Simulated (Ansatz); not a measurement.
# RbGeH3 (model cell, started as cubic perovskite with Ge in the octahedra): following an unstable mode

Aim: this structure of RbGeH3 (model cell, started as cubic perovskite with Ge in the octahedra) is to be tested for unstable modes, and one is followed downhill.

Main program and level: Ansatz 0.2.0; DFT PBEsol, scalar-relativistic, plane waves, PAW; PAW set soft_1.

Most raw output is cut from this account.

The structure was built from a prototype and need not be the compound's stable phase.

## (1) Starting point

Symmetry: Pm-3m, No. 221, cubic system. The conventional cell has a = 4.053 Å, b = 4.053 Å, c = 4.053 Å, α = 90.00°, β = 90.00°, γ = 90.00°. Nearest to Rb lie 12 H at 2.87 Å. Nearest to Ge lie 6 H at 2.03 Å. Nearest to H lie 2 Ge at 2.03 Å and 8 H at 2.87 Å and 4 Rb at 2.87 Å. Farther neighbours are not listed.

## (2) Phonons on a q mesh

The cell comes from relaxations at this level that are not shown. Stability and thermal properties need the whole zone. Linear response on a 4×4×4 q mesh gives force constants as far as a supercell of that size would.

input.yaml reads:

```yaml
crystal:
  lattice:
    - [4.0529361437, 0.0, 0.0]
    - [0.0, 4.0529361437, 0.0]
    - [0.0, 0.0, 4.0529361437]
  atoms:
    - { symbol: Rb, position: [0.0, 0.0, 0.0] }
    - { symbol: Ge, position: [0.5, 0.5, 0.5] }
    - { symbol: H, position: [0.5, 0.5, 0.0] }
    - { symbol: H, position: [0.5, 0.0, 0.5] }
    - { symbol: H, position: [0.0, 0.5, 0.5] }
kpoints:
  mp_grid: { grid: [12, 12, 12] }
hamiltonian:
  xc: pbesol
  pseudopotentials: { kind: paw, azcp: { folder: soft_1 }, xc_functional: pbe }
scf:
  occupations: { method: methfessel_paxton, width: 0.2 }
output:
  eigenvalues: true
phonons:
  method: dfpt
  qmesh: [4, 4, 4]
  temperatures: { t_max: 1000, t_step: 50 }
  qpath:
    path:
      - [[0.0, 0.0, 0.0], [0.0, 0.5, 0.0], [0.5, 0.5, 0.0], [0.0, 0.0, 0.0], [0.5, 0.5, 0.5], [0.0, 0.5, 0.0]]
      - [[0.5, 0.5, 0.5], [0.5, 0.5, 0.0]]
    npoints: 10
```

The run is started by

```bash
> ansatz run input.yaml --threads 8 --pin off --max-ram 16384MiB --backend cpu --events-out ev --progress --plain --runs-dir out
```

It took 9.3 min on 8 threads of Arm Neoverse V2, shared host; peak memory 4.3 GiB; 71 min of CPU time.

Numbers from this step:

```
volume per atom                                         : 13.31 Å³
gap on the k-mesh                                       : 0 eV
sum-rule residual before enforcement                    : 1.16e-4 eV/Å²
lowest frequency on the path                            : -1638 cm⁻¹
point group                                             : m-3m
highest frequency on the path or at a solved wavevector : 959.1 cm⁻¹
highest optical mode at the zone centre (no LO-TO term) : 763.9 cm⁻¹
lowest optical zone-centre mode                         : -1576 cm⁻¹
lowest mode on the q mesh (acoustic modes at Γ apart)   : -1638 cm⁻¹
```

Frequencies (cm⁻¹) solved at each irreducible wavevector; negative means imaginary. Frequencies by wavevector, by row:

| q in reciprocal lattice units | star | mode 1 | mode 2 | mode 3 | mode 4 | mode 13 | mode 14 | mode 15 |
| --- | --- | --- | --- | --- | --- | --- | --- | --- |
| 0 0 0 | 1 | -1576 | -1576 | -1576 | 0 | 763.9 | 763.9 | 763.9 |
| 0 0 0.25 | 6 | -1541 | -1541 | 47.1 | 47.1 | 748.7 | 761.6 | 761.6 |
| 0 0 -0.5 | 3 | -1534 | -1534 | 78.4 | 78.4 | 760.6 | 760.6 | 788.8 |
| 0 0.25 0.25 | 12 | -1542 | 40 | 63.5 | 86.7 | 747.6 | 748.3 | 806.2 |
| 0 0.25 -0.5 | 12 | -1567 | 73.5 | 74 | 78.8 | 745.6 | 809.4 | 832.2 |
| 0 -0.5 -0.5 | 3 | -1638 | 73.5 | 73.5 | 79.4 | 708.4 | 868.4 | 876.6 |
| 0.25 0.25 0.25 | 8 | -187.4 | 65.5 | 65.5 | 100.4 | 789.4 | 789.4 | 811 |
| 0.25 0.25 -0.5 | 12 | -156 | 74.9 | 85.4 | 103.7 | 819.6 | 824.3 | 828.8 |
| 0.25 -0.5 -0.5 | 6 | 81.7 | 81.7 | 85.6 | 142.5 | 811.2 | 870.3 | 878.5 |
| -0.5 -0.5 -0.5 | 1 | 90.1 | 90.1 | 90.1 | 167 | 864.5 | 882.9 | 882.9 |

Interpolated from a 4×4×4 q mesh. Phonon branches along the path, in cm⁻¹:

| point | branch 1 | branch 2 | branch 3 | branch 4 | branch 12 | branch 13 | branch 14 | branch 15 |
| --- | --- | --- | --- | --- | --- | --- | --- | --- |
| Γ | -1576 | -1576 | -1576 | 0 | 760 | 764 | 764 | 764 |
| halfway | -1541 | -1541 | 47 | 47 | 749 | 749 | 762 | 762 |
| X | -1534 | -1534 | 78 | 78 | 754 | 761 | 761 | 789 |
| halfway | -1567 | 74 | 74 | 79 | 728 | 746 | 809 | 832 |
| M | -1638 | 73 | 73 | 79 | 708 | 708 | 868 | 877 |
| halfway | -1542 | 40 | 64 | 87 | 738 | 748 | 748 | 806 |
| Γ | -1576 | -1576 | -1576 | 0 | 760 | 764 | 764 | 764 |
| halfway | -187 | 66 | 66 | 100 | 678 | 789 | 789 | 811 |
| R | 90 | 90 | 90 | 167 | 864 | 864 | 883 | 883 |
| halfway | -156 | 75 | 85 | 104 | 788 | 820 | 824 | 829 |
| X | -1534 | -1534 | 78 | 78 | 754 | 761 | 761 | 789 |
| jump to R | 90 | 90 | 90 | 167 | 864 | 864 | 883 | 883 |
| halfway | 82 | 82 | 86 | 142 | 811 | 811 | 870 | 878 |
| M | -1638 | 73 | 73 | 79 | 708 | 708 | 868 | 877 |

Symmetry leaves 10 wavevectors to solve. The lowest mode among them, the acoustic zeros apart, lies at q = (0, -0.5, -0.5) and is imaginary, 1637.9i cm⁻¹, so the energy falls along it.

## (3) The mode frozen in, largest atomic shift 0 Å

The mode followed lies at Γ with frequency 1575.6i cm⁻¹ and is 3-fold degenerate, one of the unstable modes though not the softest. At small amplitude the distorted cell has space group no. 99 by a symmetry search on the positions. The undistorted cell that holds it gives the zero of energy on the same k mesh.

input.yaml, the sections that differ from step 2:

```yaml
output:
  forces: true
  stress: true
  eigenvalues: true
# crystal, kpoints, hamiltonian, scf: as in step 2
# phonons: removed
```

It took 0.94 s on 8 threads; peak memory 0.44 GiB.

This step gave:

* pressure: 0.008052 GPa
* energy from the undistorted cell: 0 meV/atom

The run ends at a pressure of 0.01 GPa.

## (4) The mode frozen in, largest atomic shift 0.45 Å

The atoms are moved along the unstable eigenvector, the largest shift by 0.45 Å, with the cell fixed.

input.yaml, the sections that differ from step 3:

```yaml
crystal:
  lattice:
    - [4.0529361437, 0.0, 0.0]
    - [0.0, 4.0529361437, 0.0]
    - [0.0, 0.0, 4.0529361437]
  atoms:
    - { symbol: Rb, position: [0.0, 0.0001846294, 0.0] }
    - { symbol: Ge, position: [0.5, 0.5012859055, 0.5] }
    - { symbol: H, position: [0.5, 0.501360949, 0.0] }
    - { symbol: H, position: [0.5, -0.1110306168, 0.5] }
    - { symbol: H, position: [0.0, 0.501360949, 0.5] }
# kpoints, hamiltonian, scf, output: as in step 3
```

The job ended after 3.2 s (8 threads; peak memory 0.59 GiB).

Numbers from this step:

| Item | Value |
| --- | --- |
| pressure | 2.532 GPa |
| energy from the undistorted cell | -40.22 meV/atom |

The energy, extrapolated to zero smearing, is -40.22 meV/atom against the undistorted cell.

The run ends at a pressure of 2.53 GPa, with forces up to 0.92 eV/Å.

## (5) Energy along the mode, all amplitudes (two of the runs are shown above)

An imaginary frequency means negative curvature, so the energy should fall and then rise again as anharmonic terms take over.

Numbers from this step:

- depth at the lowest point sampled: 40.22 meV/atom
- largest atomic shift at that point: 0.45 Å

Energy from the parent against largest atomic shift:

| largest atomic shift (Å) | energy from the parent (meV/atom) |
| --- | --- |
| 0.000 | 0 |
| 0.040 | -1.46 |
| 0.080 | -5.16 |
| 0.140 | -13.1 |
| 0.220 | -25.6 |
| 0.320 | -39.2 |
| 0.450 | -40.2 |
| 0.600 | 13.1 |

Displacement at unit largest shift by atom:

| atom | x (Å) | y (Å) | z (Å) | size |
| --- | --- | --- | --- | --- |
| Rb1 | 0.00 | 0.00 | 0.00 | 0.00 |
| Ge2 | 0.00 | 0.01 | 0.00 | 0.01 |
| H3 | 0.00 | 0.01 | 0.00 | 0.01 |
| H4 | 0.00 | -1.00 | 0.00 | 1.00 |
| H5 | 0.00 | 0.01 | 0.00 | 0.01 |

The lowest of the steps tried is at 0.45 Å, 40.2 meV/atom below the parent; the bottom of the well need not coincide with a step.

## (6) Relaxation from the frozen mode

Starting from the lowest point found, all atoms and the cell are let go, so that strain and other modes of the same symmetry can join in.

Edit input.yaml of step 4 so:

```diff
@@ -22 +22,6 @@
   eigenvalues: true
+relax:
+  adjacent_minimum: "off"
+  f_tol: 0.002
+  max_steps: 120
+  cell: { stress_tol: 0.03 }
```

Wall time 35 s (8 threads); peak memory 0.65 GiB.

Relaxation path:

| step | energy less that of the first step (eV) | largest force component (eV/Å) | pressure (GPa) | volume (Å³) |
| --- | --- | --- | --- | --- |
| 1 | 0.0000 | 0.9172 | 2.53 | 66.57 |
| 2 | -0.1342 | 0.0665 | 0.73 | 69.21 |
| 3 | -0.1867 | 0.0914 | 0.22 | 70.59 |
| 4 | -0.1969 | 0.1400 | 0.10 | 71.32 |
| 5 | -0.1986 | 0.0204 | 0.04 | 71.55 |
| 6 | -0.1986 | 0.0044 | -0.01 | 71.64 |
| 7 | -0.1986 | 0.0014 | 0.00 | 71.63 |
| 8* | -0.2042 | 0.0115 | 0.06 | 71.63 |
| 9 | -0.2043 | 0.0017 | 0.01 | 71.83 |
| 10 | -0.2043 | 0.0003 | 0.00 | 71.87 |
| 11* | -0.2044 | 0.0004 | 0.00 | 71.87 |

Relaxation steps marked * repeat the geometry before them on a plane-wave basis chosen anew for their cell, so energy and pressure can jump there.

The run keeps the 8 symmetry operations that it works with, so distortions that break them were not tested.

| cell as run | before | after | change |
| --- | --- | --- | --- |
| a (Å) | 4.053 | 3.948 | -2.6 % |
| b (Å) | 4.053 | 4.612 | +13.8 % |
| c (Å) | 4.053 | 3.948 | -2.6 % |
| volume (Å³/atom) | 13.31 | 14.37 | +8.0 % |

The atoms that moved most (Å, as changes of fractional coordinates times the final cell):

| atom | dx | dy | dz | length |
| --- | --- | --- | --- | --- |
| H4 | 0.000 | -0.217 | 0.000 | 0.217 |
| Rb1 | 0.000 | 0.154 | 0.000 | 0.154 |
| H3 | 0.000 | 0.055 | 0.000 | 0.055 |
| H5 | 0.000 | 0.055 | 0.000 | 0.055 |
| Ge2 | 0.000 | -0.047 | 0.000 | 0.047 |

Final coordinates:

```cif
data_structure
_symmetry_space_group_name_H-M 'P 1'
_symmetry_Int_Tables_number 1
_cell_length_a 3.9476
_cell_length_b 4.6121
_cell_length_c 3.9476
_cell_angle_alpha 90.000
_cell_angle_beta 90.000
_cell_angle_gamma 90.000
_cell_volume 71.87
loop_
_atom_site_label
_atom_site_type_symbol
_atom_site_fract_x
_atom_site_fract_y
_atom_site_fract_z
_atom_site_occupancy
Rb1 Rb 0.00000 0.03355 0.00000 1
Ge2 Ge 0.50000 0.49113 0.50000 1
H3 H 0.50000 0.51332 0.00000 1
H4 H 0.50000 0.84183 0.50000 1
H5 H 0.00000 0.51332 0.50000 1
```

Numbers from this step:

```yaml
pressure: 5.65e-4 GPa
volume_per_atom: 14.37 Å³
```

The distorted start has space group P4mm; the relaxation ends in P4mm.

## (7) The new phase in its own primitive cell

The relaxed structure is symmetrised, reduced to its primitive cell and relaxed tightly, as its phonons need.

input.yaml, the sections that differ from step 6:

```yaml
crystal:
  lattice:
    - [3.947598465, 0.0, 0.0]
    - [0.0, 3.947598465, 0.0]
    - [0.0, 0.0, 4.6121386554]
  atoms:
    - { symbol: Rb, position: [0.0, 0.0, 0.9664457849] }
    - { symbol: Ge, position: [0.5, 0.5, 0.5088706946] }
    - { symbol: H, position: [0.5, 0.0, 0.4866768703] }
    - { symbol: H, position: [0.5, 0.5, 0.1581679638] }
    - { symbol: H, position: [0.0, 0.5, 0.4866768703] }
kpoints:
  mp_grid: { grid: [10, 10, 8] }
relax:
  adjacent_minimum: "off"
  f_tol: 0.001
  max_steps: 60
  cell: { stress_tol: 0.01 }
# hamiltonian, scf, output: as in step 6
```

Elapsed: 9.9 s, on 8 threads; peak memory 0.55 GiB; 72 s of CPU time.

Relaxation path:

| step | energy less that of the first step (eV) | largest force component (eV/Å) | pressure (GPa) | volume (Å³) |
| --- | --- | --- | --- | --- |
| 1 | 0.0000 | 0.0180 | 0.04 | 71.87 |
| 2 | 0.0001 | 0.0352 | 0.00 | 71.95 |
| 3 | 0.0000 | 0.0007 | 0.01 | 71.94 |
| 4 | 0.0000 | 0.0005 | 0.00 | 71.96 |
| 5* | 0.0000 | 0.0005 | 0.00 | 71.96 |

Relaxation steps marked * repeat the geometry before them on a plane-wave basis chosen anew for their cell, so energy and pressure can jump there. Relaxation step 2 was tried and not accepted.

The run keeps the 8 symmetry operations that it works with, so distortions that break them were not tested.

| conventional cell, symmetrised | before | after | change |
| --- | --- | --- | --- |
| a (Å) | 3.948 | 3.948 | +0.0 % |
| b (Å) | 3.948 | 3.948 | +0.0 % |
| c (Å) | 4.612 | 4.617 | +0.1 % |
| volume (Å³/atom) | 14.37 | 14.39 | +0.1 % |

This step gave:

```
pressure        : 7.79e-4 GPa
volume per atom : 14.39 Å³
```

The largest force component left is 0.46 meV/Å and the pressure is 0.001 GPa, within the tolerances set. The cell now holds 14.39 Å³/atom.

## (8) Modes of the new phase, k-mesh 10×10×8

A relaxed structure may still be a saddle point, so its zone-centre modes are computed. No field response is asked, since the mesh shows no gap.

input.yaml, the sections that differ from step 7:

```yaml
crystal:
  lattice:
    - [3.94777515, 0.0, 0.0]
    - [0.0, 3.94777515, 0.0]
    - [0.0, 0.0, 4.6173646772]
  atoms:
    - { symbol: Rb, position: [0.0, 0.0, 0.9665339252] }
    - { symbol: Ge, position: [0.5, 0.5, 0.5092338309] }
    - { symbol: H, position: [0.5, 0.0, 0.4860924333] }
    - { symbol: H, position: [0.5, 0.5, 0.1588855612] }
    - { symbol: H, position: [0.0, 0.5, 0.4860924333] }
output:
  eigenvalues: true
phonons:
  method: dfpt
# kpoints, hamiltonian, scf: as in step 7
# relax: removed
```

Elapsed: 27 s, on 8 threads; peak memory 0.95 GiB.

This step gave:

```
sum-rule residual before enforcement                    : 7.30e-6 eV/Å²
point group                                             : 4mm
highest optical mode at the zone centre (no LO-TO term) : 1645 cm⁻¹
lowest optical zone-centre mode                         : -1377 cm⁻¹
```

Patterns of degenerate modes are one choice out of their space. Modes at Γ, with each element's share of the kinetic energy (negative means imaginary):

| mode | frequency (cm⁻¹) | symmetry | Rb % | Ge % | H % |
| --- | --- | --- | --- | --- | --- |
| 1 | -1377.1 | E | 0 | 2 | 98 |
| 2 | -1377.1 | E | 0 | 2 | 98 |
| 3 | 0.0 | acoustic | 53 | 45 | 2 |
| 4 | 0.0 | acoustic | 53 | 45 | 2 |
| 5 | 0.0 | acoustic | 53 | 45 | 2 |
| 6 | 91.7 | E | 47 | 52 | 2 |
| 7 | 91.7 | E | 47 | 52 | 2 |
| 8 | 104.7 | A1 | 47 | 51 | 2 |
| 9 | 643.6 | E | 0 | 1 | 99 |
| 10 | 643.6 | E | 0 | 1 | 99 |
| 11 | 707.0 | A1 | 0 | 3 | 97 |
| 12 | 719.2 | E | 0 | 1 | 99 |
| 13 | 719.2 | E | 0 | 1 | 99 |
| 14 | 752.6 | B1 | 0 | 0 | 100 |
| 15 | 1644.8 | A1 | 0 | 1 | 99 |

Displacements in mode 1 (-1377.1 cm⁻¹), the largest set to 1:
```
Rb1  0.00  0.00  0.00
Ge2 -0.02  0.00  0.00
H3  -0.04  0.00  0.00
H4   0.15  0.00  0.00
H5   1.00  0.00  0.00
```

Displacements in mode 9 (643.6 cm⁻¹), the largest set to 1:
```
Rb1  0.00  0.00  0.00
Ge2 -0.01  0.00  0.00
H3   1.00  0.00  0.00
H4  -0.14  0.00  0.00
H5   0.04  0.02  0.00
```

Before it was imposed, the acoustic sum rule was missed by 7.3e-6 eV/Å². Small misses are needed for a sound result but don't prove that mesh and cutoff are converged. The lowest optical mode is imaginary, 1377.1i cm⁻¹, so the energy falls along it.

## (9) Outcome

```
unstable mode of the parent                                                      : q = (0, 0, 0), 1576i cm⁻¹
depth at the lowest point sampled                                                : 40.2 meV/atom
largest atomic shift at that point                                               : 0.45 Å
space group reached (within 0.01 Å)                                              : P4mm
energy gained over the parent (first relaxation, on the mesh of the frozen mode) : 81.1 meV/atom
volume per atom, phase reached                                                   : 14.4 Å³
lowest optical zone-centre mode, phase reached                                   : -1377 cm⁻¹
highest optical mode at the zone centre (no LO-TO term), phase reached           : 1645 cm⁻¹
```

In words: Along this mode the structure falls into P4mm, 81.1 meV/atom below the parent. At the parent's cell the well is 40.22 meV/atom deep on the steps tried, with its lowest point at a shift of 0.45 Å. Relaxing atoms and cell changes the gain by +40.92 meV/atom against the lowest step (energies at zero smearing). The new phase still has an imaginary mode at the zone centre of its cell, so it is a saddle point on the way to a lower structure. Of the 4 patterns followed to their end from this parent, this one ends 96.7 meV/atom above the lowest, R3m. Each path keeps the symmetry of its pattern, so a lower phase may lie along a pattern not tried. With no gap, or one that is small against the smearing, the frequencies hang on the k mesh and the smearing, most of all near Kohn anomalies. The PAW files were made for PBE and serve the other functionals too. A phonon run warned that its eigensolver left some bands unconverged in a pass. The starting cell was built on a prototype and not taken from a measurement, so the phase need not exist.

[Logs are printed without paths, hosts, clocks, repeated set-up lines and the standing remarks that a program may print on its own settings, such as how far it seeks lower states.]

[Hosts, paths, dates, database ids (printed as entryN), source tags and the programs' standing remarks are cut or masked in the printed files.]
